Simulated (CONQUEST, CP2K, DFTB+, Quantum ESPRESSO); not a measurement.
# Forces in (4,4) carbon nanotube in a second wall (156 atoms), program by program

Aim: forces of (4,4) carbon nanotube in a second wall (156 atoms) at one geometry, from other programs and methods, against plane-wave PBE.

Results are calculated, not measured.

## 1. The cell

The cell holds 156 atoms (156 C), with edges of 22.12, 22.19 and 7.28 Å. Recipe: graphene sheet (a = 2.46 Å) rolled into a (4,4) tube of diameter 5.43 Å inside an (9, 9) tube, 3 periods, 10 Å of vacuum; minimised with a classical potential (one cell length free). Then every atom was moved at random, 0.02 Å r.m.s. a Cartesian component.

## 2. The reference input

Quantum ESPRESSO 7.5: Kohn-Sham DFT, PBE, SSSP efficiency 1.3.0 pseudopotentials, plane waves. Its input, pw.in:

```
&control
  calculation = 'scf'
  pseudo_dir = './pseudo'
  outdir = './tmp'
  disk_io = 'none'
  tprnfor = .true.
/
&system
  ibrav = 0
  nat = 156
  ntyp = 1
  ecutwfc = 45
  ecutrho = 360
  nosym = .true.
  occupations = 'smearing'
  smearing = 'fd'
  degauss = 0.003675
/
&electrons
  conv_thr = 7.8e-07
  electron_maxstep = 100
  mixing_beta = 0.2
  mixing_mode = 'local-TF'
  diagonalization = 'david'
/
ATOMIC_SPECIES
C 12.011 C.upf
CELL_PARAMETERS angstrom
22.12389 0.00000 0.00000
0.00000 22.18577 0.00000
0.00000 0.00000 7.28078
ATOMIC_POSITIONS crystal
C 0.61977 0.52950 0.16997
C 0.60597 0.56165 0.00524
C 0.55954 0.60554 0.00365
C 0.53216 0.61761 0.17274
[... 150 atom lines left out ...]
C 0.76496 0.43649 0.00481
C 0.76960 0.46905 0.83980
K_POINTS gamma
```

```console
$ OMP_NUM_THREADS=1 mpirun -np 4 pw.x -in pw.in > output.txt
```

It took 13 min on 4 MPI ranks of Arm Neoverse V1, shared host; peak memory 13 GiB; 50 min of CPU time.

It converged with an r.m.s. force component of 1.3 eV/Å.

## 3. The other programs

- CONQUEST 1.3: pseudo-atomic orbitals (double zeta with polarisation, or contracted to multi-site or on-site support functions) with norm-conserving potentials on an integration grid.
- CP2K 2026.2: Gaussian basis with GTH pseudopotentials and a plane-wave density; labels give functional, basis (MOLOPT sets; SR short-range, UZH the newer set with its own potentials), grid cutoff/relative cutoff and solver (OT: orbital transformation; TRS4, TC2, SIGN: linear-scaling purification with its sparsity filter), or its built-in tight binding.
- DFTB+ 25.1: tight binding, with Slater–Koster sets (DFTB) or xTB through its tblite library.

All use the same cell and atoms, and the electronic-structure runs the same k-mesh.

## 4. All runs compared

Differences are against the reference: forces as r.m.s. over components, share as that over the reference's r.m.s. force, slope as the fitted ratio of a run's forces to the reference's.

| run | Δ force, r.m.s. (meV/Å) | share (%) | slope | cores | CPU time | memory (GiB) |
| --- | --- | --- | --- | --- | --- | --- |
| reference | - | - | - | 4 | 50 min | 13 |
| CONQUEST PBE, grid 80 Ha | 153 | 11.6 | 1.095 | 4 | 30 min | 10 |
| CP2K PBE, DZVP-MOLOPT-SR, 157/50 Ry, diagonalisation (coarse) | 37.6 | 2.86 | 1.008 | 4 | 6 min | 2.8 |
| CP2K PBE, DZVP-MOLOPT-SR, 450/50 Ry, diagonalisation | 23.8 | 1.80 | 1.014 | 2 | 7.5 min | 5.7 |
| CP2K PBE, SZV-MOLOPT-SR, 450/50 Ry, diagonalisation (coarse) | 375 | 28.4 | 1.264 | 2 | 6 min | 5.4 |
| DFTB+ DFTB 3ob-3-1 | 373 | 28.3 | 1.232 | 1 | 1.7 s | 0.18 |
| DFTB+ DFTB mio-1-1 | 536 | 40.6 | 1.350 | 1 | 1.4 s | 0.18 |
| DFTB+ IPEA1-xTB | 365 | 27.7 | 1.184 | 1 | 12 s | 0.59 |

Rows marked coarse were listed beforehand as settings not expected to be converged; some can still land near the reference.

CPU time is summed over cores on shared hosts, of unlike kinds, so it is rough.

## 5. Findings

Forces lie from 1.8 % (CP2K PBE, DZVP-MOLOPT-SR, 450/50 Ry, diagonalisation) to 41 % (DFTB+ DFTB mio-1-1) of the reference's r.m.s. force of 1.3 eV/Å away from it. The PBE runs in local orbitals, coarse settings apart, differ by 1.8 % (CP2K PBE, DZVP-MOLOPT-SR, 450/50 Ry, diagonalisation) to 12 % (CONQUEST PBE, grid 80 Ha); basis, grid and potentials can all enter. Tight binding differs by 28 % (DFTB+ IPEA1-xTB) to 41 % (DFTB+ DFTB mio-1-1); it is another model, with fitted parameters of its own, and the xTB methods hold dispersion. IPEA1-xTB was fitted to ionisation energies and electron affinities, not to forces or charges.

Runs with settings chosen to be coarse differ by 2.9 % (CP2K PBE, DZVP-MOLOPT-SR, 157/50 Ry, diagonalisation) to 28 % (CP2K PBE, SZV-MOLOPT-SR, 450/50 Ry, diagonalisation), their programs' other errors included. CP2K PBE, SZV-MOLOPT-SR, 450/50 Ry, diagonalisation stiffens the forces by a factor of 1.26 while following their directions (correlation 0.997); the slopes of the 3 CP2K runs lie between 1.01 and 1.26. From CP2K PBE, DZVP-MOLOPT-SR, 157/50 Ry, diagonalisation to the finer CP2K PBE, DZVP-MOLOPT-SR, 450/50 Ry, diagonalisation the share falls from 2.9 to 1.8 %.

Caveats: Periodic xTB results under one method name differ between programs and library versions (DFTB+ here holds tblite 0.3). The electronic-structure runs sample only Γ, in a cell whose periodic width is 7 Å, which is coarse for a cell with partly filled levels. The reference's PBE has no dispersion term. Where levels are smeared, the DFT runs use Fermi–Dirac occupations at 580 K (0.05 eV), and energies are free energies. The atoms were displaced at random, and shares hang on the size of the forces that this gives. The reference's cutoffs and mesh weren't converged further here.

[Logs are printed without paths, hosts, clocks, repeated set-up lines and the standing remarks that a program may print on its own settings, such as how far it seeks lower states.]

[Hosts, paths, dates, database ids (printed as entryN), source tags and the programs' standing remarks are cut or masked in the printed files.]

[Cells were taken only where this reference lay near another plane-wave run.]
